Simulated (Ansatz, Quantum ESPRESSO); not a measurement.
# 1T-SiSSe, 1 layer: response to a perpendicular field, part 4 of 7

Aim: how 1T-SiSSe, 1 layer screens a field along its normal, and what the field does to its bands.

Quantum ESPRESSO 7.5; plane-wave DFT, vdW-DF-cx, GBRV ultrasoft pseudopotentials made under PBE; geometry and cross-check by Ansatz 0.2.0 with PAW datasets.

So far. Step 6 (SCF with pw.x: field 0.1 V/Å): The dipole goes from -0.0173 to 0.0097 e Å, 0.2698 e Å per V/Å. Step 7 (Electrostatic potential): The slope in the vacuum is 0.100 eV/Å for an applied 0.10 V/Å, as it should be.

### Step 8. Ground state: field 0.2 V/Å

Input file f2.in:

```
&control
  prefix = 'f2'
  outdir = './out'
  pseudo_dir = './pseudo'
  calculation = 'scf'
  tprnfor = .true.
  tefield = .true.
  dipfield = .true.
/
&system
  ibrav = 0
  nat = 3
  ntyp = 3
  ecutwfc = 40
  ecutrho = 200
  input_dft = 'vdw-df-cx'
  occupations = 'smearing'
  smearing = 'fd'
  degauss = 0.004
  edir = 3
  emaxpos = 0.97
  eopreg = 0.04
  eamp = 0.00388938
/
&electrons
  conv_thr = 1e-09
  mixing_beta = 0.4
  electron_maxstep = 120
  mixing_mode = 'plain'
  startingpot = 'file'
/
ATOMIC_SPECIES
  Se  78.9710  se_pbe_v1.uspp.F.UPF
  Si  28.0850  si_pbe_v1.uspp.F.UPF
  S   32.0600  s_pbe_v1.4.uspp.F.UPF
CELL_PARAMETERS angstrom
  3.40598884481238 0.00000000000000 0.00000000000000
  -1.70299442240619 2.94967286461394 -0.00000000000000
  0.00000000000000 -0.00000000000000 18.92364339760000
ATOMIC_POSITIONS crystal
  Se  0.666666666667 0.333333333333 0.426942135683
  Si  0.000000000000 -0.000000000000 0.503882251170
  S   0.333333333333 0.666666666667 0.572737004946
K_POINTS automatic
  12 12 1 0 0 0
```

Command:

```console
$ cp -r out/f0.save out/f2.save
$ OMP_NUM_THREADS=1 mpirun -n 4 pw.x -nk 4 -in f2.in > f2.out
```

The log of the run:

```text
[banner, memory and clock lines left out]
Program PWSCF v.7.5 starts
[...]
number of electrons       =        16.00
     number of Kohn-Sham states=           12
     kinetic-energy cutoff     =      40.0000  Ry
     charge density cutoff     =     200.0000  Ry
[...]
number of k points=    74  Fermi-Dirac smearing, width (Ry)=  0.0040
[...]
Dense  grid:    61343 G-vectors     FFT dimensions: (  30,  30, 162)
[...]
The initial density is read from file :
[...]
negative rho (up, down):  4.349E-04 0.000E+00
[...]
Starting wfcs are   12 randomized atomic wfcs
[...]
negative rho (up, down):  4.316E-04 0.000E+00
[...]
estimated scf accuracy    <       0.01995626 Ry
[...]
negative rho (up, down):  4.322E-04 0.000E+00
[...]
estimated scf accuracy    <       0.10471966 Ry
[...]
negative rho (up, down):  4.312E-04 0.000E+00
[...]
estimated scf accuracy    <       0.00009701 Ry
[...]
negative rho (up, down):  4.317E-04 0.000E+00
[...]
estimated scf accuracy    <       0.00006046 Ry
[...]
negative rho (up, down):  4.323E-04 0.000E+00
[...]
estimated scf accuracy    <       0.00000609 Ry
[...]
negative rho (up, down):  4.330E-04 0.000E+00
[...]
estimated scf accuracy    <       0.00000050 Ry
[...]
negative rho (up, down):  4.329E-04 0.000E+00
[...]
estimated scf accuracy    <       0.00000030 Ry
[...]
negative rho (up, down):  4.329E-04 0.000E+00
[...]
estimated scf accuracy    <          1.7E-09 Ry
[...]
negative rho (up, down):  4.329E-04 0.000E+00
[...]
estimated scf accuracy    <       0.00000002 Ry
[...]
negative rho (up, down):  4.329E-04 0.000E+00
[...]
estimated scf accuracy    <          2.1E-09 Ry
[...]
negative rho (up, down):  4.329E-04 0.000E+00
[...]
Computed dipole along edir(3) :
        Dipole                0.0693 Ry au,          0.1761 Debye
        Dipole field          0.0007 Ry au,
        E field amplitude [Ha a.u.]:  3.8894E-03
        Potential amp.        0.2205 Ry
        Total length         34.3301 bohr
[...]
the Fermi energy is    -1.7346 ev
!    total energy              =     -77.12766603 Ry
     estimated scf accuracy    <          9.3E-12 Ry
     smearing contrib. (-TS)   =      -0.00000797 Ry
     internal energy E=F+TS    =     -77.12765806 Ry
[...]
one-electron contribution =    -297.52338690 Ry
     hartree contribution      =     152.09181966 Ry
     xc contribution           =     -42.28226518 Ry
     ewald contribution        =     110.58666629 Ry
     electric field correction =      -0.00049193 Ry
     convergence has been achieved in  11 iterations
     negative rho (up, down):  4.329E-04 0.000E+00
[...]
Total force =     0.002702     Total SCF correction =     0.000009
[...]
```

Run time: 45 s. Hardware: 4 MPI ranks of Arm Neoverse V2, shared host; peak memory 0.43 GiB; 3 min of CPU time.

Read from the output:

```
free energy                          : -1049.3754 eV
energy at zero smearing              : -1049.3753 eV
Fermi energy                         : -1.735 eV
dipole along the normal              : 0.03666 e·Å
valence top, on the run's zero       : -2.109 eV
conduction bottom, on the run's zero : -1.418 eV
gap by band count                    : 0.6920 eV
```

The dipole goes from -0.0173 to 0.0367 e Å, 0.2698 e Å per V/Å.

### Step 9. Electrostatic potential

Input file f2.pot.in:

```
&inputpp
  prefix = 'f2'
  outdir = './out'
  filplot = 'f2.pot.dat'
  plot_num = 11
/
```

Command:

```console
$ OMP_NUM_THREADS=1 mpirun -n 4 pp.x -in f2.pot.in > f2.pot.out
```

It took 14 s on 4 MPI ranks; peak memory 0.21 GiB.

Read from the output:

| Item | Value |
| --- | --- |
| slope of the potential above | 0.2000 eV/Å |
| upper vacuum line continued to the top atoms, over the valence top | 5.928 eV |
| slope of the potential below | 0.1999 eV/Å |
| lower vacuum line continued to the bottom atoms, over the valence top | 6.037 eV |

The slope in the vacuum is 0.200 eV/Å for an applied 0.20 V/Å, as it should be.

### Step 10. Bands along a path: field 0.2 V/Å

Input file f2.bands.in:

```
&control
  prefix = 'f2.bands'
  outdir = './out'
  pseudo_dir = './pseudo'
  calculation = 'bands'
  tefield = .true.
  dipfield = .true.
/
&system
  ibrav = 0
  nat = 3
  ntyp = 3
  ecutwfc = 40
  ecutrho = 200
  input_dft = 'vdw-df-cx'
  occupations = 'smearing'
  smearing = 'fd'
  degauss = 0.004
  edir = 3
  emaxpos = 0.97
  eopreg = 0.04
  eamp = 0.00388938
  nbnd = 14
/
&electrons
  conv_thr = 1e-07
  mixing_beta = 0.4
  electron_maxstep = 120
  mixing_mode = 'local-TF'
/
ATOMIC_SPECIES
  Se  78.9710  se_pbe_v1.uspp.F.UPF
  Si  28.0850  si_pbe_v1.uspp.F.UPF
  S   32.0600  s_pbe_v1.4.uspp.F.UPF
CELL_PARAMETERS angstrom
  3.40598884481238 0.00000000000000 0.00000000000000
  -1.70299442240619 2.94967286461394 -0.00000000000000
  0.00000000000000 -0.00000000000000 18.92364339760000
ATOMIC_POSITIONS crystal
  Se  0.666666666667 0.333333333333 0.426942135683
  Si  0.000000000000 -0.000000000000 0.503882251170
  S   0.333333333333 0.666666666667 0.572737004946
K_POINTS crystal_b
4
  0.0000000000 0.0000000000 0.0000000000 14
  0.5000000000 0.0000000000 0.0000000000 14
  0.3333333333 0.3333333333 0.0000000000 14
  0.0000000000 0.0000000000 0.0000000000 1
```

Command:

```console
$ cp -r out/f2.save out/f2.bands.save
$ cp out/f2.xml out/f2.bands.xml
$ OMP_NUM_THREADS=1 mpirun -n 4 pw.x -nk 4 -in f2.bands.in > f2.bands.out
```

The log of the run:

```text
[banner, memory and clock lines left out]
Program PWSCF v.7.5 starts
[citation notice left out]

[...]
bravais-lattice index     =            0
     lattice parameter (alat)  =       6.4364  a.u.
     unit-cell volume          =    1282.9757 (a.u.)^3
     number of atoms/cell      =            3
     number of atomic types    =            3
     number of electrons       =        16.00
     number of Kohn-Sham states=           14
     kinetic-energy cutoff     =      40.0000  Ry
     charge density cutoff     =     200.0000  Ry
     Exchange-correlation= VDW-DF-CX
                           (   1   4  27   0   1   0   0)

[...]
PseudoPot. # 1 for Se read from file:
     ./pseudo/se_pbe_v1.uspp.F.UPF
     Pseudo is Ultrasoft + core correction, Zval =  6.0
     Generated by new atomic code, or converted to UPF format
     Using radial grid of  877 points,  6 beta functions with:
                l(1) =   0
                l(2) =   0
                l(3) =   1
                l(4) =   1
                l(5) =   2
                l(6) =   2
     Q(r) pseudized with  8 coefficients,  rinner =    1.300   1.300   1.300
                                                       1.300   1.300

     PseudoPot. # 2 for Si read from file:
     ./pseudo/si_pbe_v1.uspp.F.UPF
     Pseudo is Ultrasoft + core correction, Zval =  4.0
     Generated by new atomic code, or converted to UPF format
     Using radial grid of  899 points,  6 beta functions with:
                l(1) =   0
                l(2) =   0
                l(3) =   1
                l(4) =   1
                l(5) =   2
                l(6) =   2
     Q(r) pseudized with  8 coefficients,  rinner =    0.900   0.900   0.900
                                                       0.900   0.900

     PseudoPot. # 3 for S  read from file:
     ./pseudo/s_pbe_v1.4.uspp.F.UPF
     Pseudo is Ultrasoft + core correction, Zval =  6.0
     Generated by new atomic code, or converted to UPF format
     Using radial grid of  907 points,  6 beta functions with:
                l(1) =   0
                l(2) =   0
                l(3) =   1
                l(4) =   1
                l(5) =   2
                l(6) =   2
     Q(r) pseudized with  8 coefficients,  rinner =    1.300   1.300   1.300
                                                       1.300   1.300

     atomic species   valence    mass     pseudopotential
     Se                6.00    78.97100     Se( 1.00)
     Si                4.00    28.08500     Si( 1.00)
     S                 6.00    32.06000     S ( 1.00)

     No symmetry found

[...]
number of k points=    43  Fermi-Dirac smearing, width (Ry)=  0.0040
[...]
Dense  grid:    61343 G-vectors     FFT dimensions: (  30,  30, 162)

     Smooth grid:    43685 G-vectors     FFT dimensions: (  25,  25, 144)

     The potential is recalculated from file :
     ./out/f2.bands.save/charge-density

     negative rho (up, down):  4.329E-04 0.000E+00

     %%%%%%%%%%%%%%%%%%%%%%%%%%%%%%%%%%%%%%%%%%%%%%%%%%%%%%%%%%%%%%%%%%%%%%%%
     %                                                                      %
     % You are using vdW-DF, which was implemented by the Thonhauser group. %
     % possible and the two reviews that describe the various versions:     %
     %                                                                      %
     %                                                                      %
     % If you are calculating stress with vdW-DF, please also cite:         %
     %                                                                      %
     %                                                                      %
     %%%%%%%%%%%%%%%%%%%%%%%%%%%%%%%%%%%%%%%%%%%%%%%%%%%%%%%%%%%%%%%%%%%%%%%%

     %%%%%%%%%%%%%%%%%%%%%%%%%%%%%%%%%%%%%%%%%%%%%%%%%%%%%%%%%%%%%%%%%%%%%%%%
     %                                                                      %
     %  vdW-DF NEWS:                                                        %
     %                                                                      %
     %  * vdW-DF3 is now available. DOI: 10.1021/acs.jctc.0c00471           %
     %    use with input_dft = 'vdW-DF3-opt1' or 'vdW-DF3-opt2'             %
     %                                                                      %
     %  * Unscreened and range-separated hybrid vdW-DF-cx functionals       %
     %    DOI: 10.1063/1.4986522 and 10.1088/1361-648X/ac2ad2               %
     %    use with input_dft = 'vdW-DF-cx0'    and 'vdW-DF-ahcx'            %
     %  * Unscreened and range-separated hybrid vdW-DF2-b86r functionals    %
     %    DOI: 10.1063/1.4986522 and DOI: 10.1103/PhysRevX.12.041003        %
     %    use with input_dft = 'vdW-DF2-br0' and 'vdW-DF2-ahbr'             %
     %                                                                      %
     %%%%%%%%%%%%%%%%%%%%%%%%%%%%%%%%%%%%%%%%%%%%%%%%%%%%%%%%%%%%%%%%%%%%%%%%

     Adding external electric field

     Computed dipole along edir(3) :
        Dipole                0.0693 Ry au,          0.1761 Debye
        Dipole field          0.0007 Ry au,

        E field amplitude [Ha a.u.]:  3.8894E-03
        Potential amp.        0.2205 Ry
        Total length         34.3301 bohr

     Starting wfcs are   12 randomized atomic wfcs +    2 random wfcs

     Band Structure Calculation
     Davidson diagonalization with overlap

     ethr =  6.25E-10,  avg # of iterations = 66.7

     End of band structure calculation

          k = 0.0000 0.0000 0.0000 (  5519 PWs)   bands (ev):

   -17.3457 -15.1003  -7.9815  -3.5926  -3.2858  -3.2858  -2.1526  -2.1526
     0.4879   1.7110   2.1617   2.4413   2.4413   3.1975

          k = 0.0357 0.0206 0.0000 (  5529 PWs)   bands (ev):

   -17.3281 -15.0881  -7.9746  -3.5965  -3.4285  -3.3395  -2.2731  -2.1393
     0.5970   1.8039   2.1903   2.4284   2.4750   3.2298

[...]
```

Wall time 28 s (4 MPI ranks); peak memory 0.33 GiB; 1.9 min of CPU time.

Numbers from this step:

| Property | Result |
| --- | --- |
| valence top, on the run's zero | -2.107 eV |
| gap by band count | 0.6894 eV |

Band numbers count within the set of bands kept for display. The electronic bands at the labelled points (eV, zero at the highest filled level of the SCF mesh; v1 is the highest filled band, c1 the lowest empty one):

| point | v4 | v3 | v2 | v1 | c1 | c2 | c3 | c4 |
| --- | --- | --- | --- | --- | --- | --- | --- | --- |
| Γ | -1.18 | -1.18 | -0.04 | -0.04 | 2.60 | 3.82 | 4.27 | 4.55 |
| halfway | -2.67 | -2.45 | -1.20 | -0.26 | 2.14 | 4.59 | 5.31 | 5.70 |
| M | -3.20 | -2.86 | -1.28 | -0.72 | 0.69 | 4.39 | 5.06 | 5.81 |
| halfway | -4.39 | -3.27 | -1.47 | -1.13 | 1.98 | 5.31 | 5.65 | 6.00 |
| K | -4.79 | -4.48 | -1.40 | -1.23 | 2.35 | 5.71 | 5.92 | 6.88 |
| halfway | -3.93 | -2.05 | -1.54 | -0.76 | 2.91 | 4.79 | 5.26 | 6.00 |
| Γ | -1.18 | -1.18 | -0.04 | -0.04 | 2.60 | 3.82 | 4.27 | 4.55 |

Upper empty bands that drop with the field can be states of the vacuum, held by the sawtooth; they depend on the cell's width.

Along this path the valence top lies between Γ and M and the conduction bottom at M.

### Step 11. Self-consistent run: field -0.2 V/Å

f3.in is the input of step 8 with these lines changed:

```diff
@@ -1,3 +1,3 @@
 &control
-  prefix = 'f2'
+  prefix = 'f3'
   outdir = './out'
@@ -22,3 +22,3 @@
   eopreg = 0.04
-  eamp = 0.00388938
+  eamp = -0.00388938
 /
```

Command:

```console
$ cp -r out/f0.save out/f3.save
$ OMP_NUM_THREADS=1 mpirun -n 4 pw.x -nk 4 -in f3.in > f3.out
```

The log of the run:

```text
[banner, memory and clock lines left out]
Program PWSCF v.7.5 starts
[...]
number of electrons       =        16.00
     number of Kohn-Sham states=           12
     kinetic-energy cutoff     =      40.0000  Ry
     charge density cutoff     =     200.0000  Ry
[...]
number of k points=    74  Fermi-Dirac smearing, width (Ry)=  0.0040
[...]
Dense  grid:    61343 G-vectors     FFT dimensions: (  30,  30, 162)
[...]
The initial density is read from file :
[...]
negative rho (up, down):  4.349E-04 0.000E+00
[...]
Starting wfcs are   12 randomized atomic wfcs
[...]
negative rho (up, down):  4.338E-04 0.000E+00
[...]
estimated scf accuracy    <       0.02022006 Ry
[...]
negative rho (up, down):  4.340E-04 0.000E+00
[...]
estimated scf accuracy    <       0.10193220 Ry
[...]
negative rho (up, down):  4.341E-04 0.000E+00
[...]
estimated scf accuracy    <       0.00016683 Ry
[...]
negative rho (up, down):  4.342E-04 0.000E+00
[...]
estimated scf accuracy    <       0.00006222 Ry
[...]
negative rho (up, down):  4.347E-04 0.000E+00
[...]
estimated scf accuracy    <       0.00000811 Ry
[...]
negative rho (up, down):  4.353E-04 0.000E+00
[...]
estimated scf accuracy    <       0.00000015 Ry
[...]
negative rho (up, down):  4.353E-04 0.000E+00
[...]
estimated scf accuracy    <       0.00000007 Ry
[...]
negative rho (up, down):  4.353E-04 0.000E+00
[...]
estimated scf accuracy    <          2.8E-09 Ry
[...]
negative rho (up, down):  4.353E-04 0.000E+00
[...]
Computed dipole along edir(3) :
        Dipole               -0.1348 Ry au,         -0.3426 Debye
        Dipole field         -0.0013 Ry au,
        E field amplitude [Ha a.u.]: -3.8894E-03
        Potential amp.       -0.1764 Ry
        Total length         34.3301 bohr
[...]
the Fermi energy is    -1.7589 ev
!    total energy              =     -77.12817534 Ry
     estimated scf accuracy    <          4.2E-10 Ry
     smearing contrib. (-TS)   =      -0.00000943 Ry
     internal energy E=F+TS    =     -77.12816591 Ry
[...]
one-electron contribution =    -297.55329770 Ry
     hartree contribution      =     152.12205295 Ry
     xc contribution           =     -42.28271684 Ry
     ewald contribution        =     110.58666629 Ry
     electric field correction =      -0.00087061 Ry
     convergence has been achieved in   9 iterations
     negative rho (up, down):  4.353E-04 0.000E+00
[...]
Total force =     0.003897     Total SCF correction =     0.000062
[...]
```

The job ended after 41 s (4 MPI ranks; peak memory 0.79 GiB; 2.7 min of CPU time).

Numbers from this step:

- free energy: -1049.3823 eV
- energy at zero smearing: -1049.3822 eV
- Fermi energy: -1.759 eV
- dipole along the normal: -0.07133 e·Å
- valence top, on the run's zero: -2.122 eV
- conduction bottom, on the run's zero: -1.452 eV
- gap by band count: 0.6699 eV

The dipole goes from -0.0173 to -0.0713 e Å, 0.2701 e Å per V/Å.

### Step 12. Potential by pp.x

Input file f3.pot.in:

```
&inputpp
  prefix = 'f3'
  outdir = './out'
  filplot = 'f3.pot.dat'
  plot_num = 11
/
```

Command:

```console
$ OMP_NUM_THREADS=1 mpirun -n 4 pp.x -in f3.pot.in > f3.pot.out
```

Wall time 14 s (4 MPI ranks); peak memory 0.22 GiB.

Numbers from this step:

| Quantity | Value |
| --- | --- |
| slope of the potential above | -0.2000 eV/Å |
| upper vacuum line continued to the top atoms, over the valence top | 6.299 eV |
| slope of the potential below | -0.2000 eV/Å |
| lower vacuum line continued to the bottom atoms, over the valence top | 5.566 eV |

The slope in the vacuum is -0.200 eV/Å for an applied -0.20 V/Å, as it should be.

Each curve counts from the valence top of its own run.

The potential energy (potential at 0 V/Å) oscillates, so the rows of the table below give means over windows of 1 Å about each position, cut where the curve ends. Its maxima inside the range that stand out by 2 % of the span (Å: eV): 8.9: -5.34, 10.2: -6.48. Its minima: 8.1: -14.6, 9.6: -10.1, 10.7: -11.5.

The runs together. The potential energy by z; means over each step:

| z (Å) | potential at 0 V/Å (eV) | potential at 0.1 V/Å (eV) | potential at 0.2 V/Å (eV) | potential at -0.2 V/Å (eV) |
| --- | --- | --- | --- | --- |
| 0 | 5.82 | 5.22 | 4.63 | 7.00 |
| 1 | 5.80 | 5.21 | 4.62 | 6.98 |
| 2 | 5.80 | 5.31 | 4.82 | 6.78 |
| 3 | 5.80 | 5.41 | 5.02 | 6.58 |
| 4 | 5.80 | 5.51 | 5.22 | 6.38 |
| 5 | 5.79 | 5.60 | 5.41 | 6.17 |
| 6 | 5.64 | 5.54 | 5.44 | 5.83 |
| 7 | 2.80 | 2.78 | 2.75 | 2.86 |
| 8 | -11.2 | -11.2 | -11.2 | -11.2 |
| 9 | -7.46 | -7.46 | -7.46 | -7.46 |
| 10 | -8.23 | -8.22 | -8.21 | -8.25 |
| 11 | -7.90 | -7.89 | -7.87 | -7.94 |
| 12 | 4.25 | 4.30 | 4.35 | 4.16 |
| 13 | 6.02 | 6.15 | 6.28 | 5.77 |
| 14 | 6.11 | 6.33 | 6.56 | 5.66 |
| 15 | 6.11 | 6.44 | 6.76 | 5.47 |
| 16 | 6.11 | 6.54 | 6.96 | 5.27 |
| 17 | 6.11 | 6.64 | 7.16 | 5.07 |
| 18 | 6.11 | 6.71 | 7.31 | 4.91 |

(Continued in part 5 of 7.)

[Logs are printed without paths, hosts, clocks, repeated set-up lines and the standing remarks that a program may print on its own settings, such as how far it seeks lower states.]

[Hosts, paths, dates, database ids (printed as entryN), source tags and the programs' standing remarks are cut or masked in the printed files.]

[Maps of the electrostatic potential energy from Ansatz leave out the sawtooth potential of an applied field or a dipole correction, so their vacuum need not be flat; planar profiles and work functions include it.]
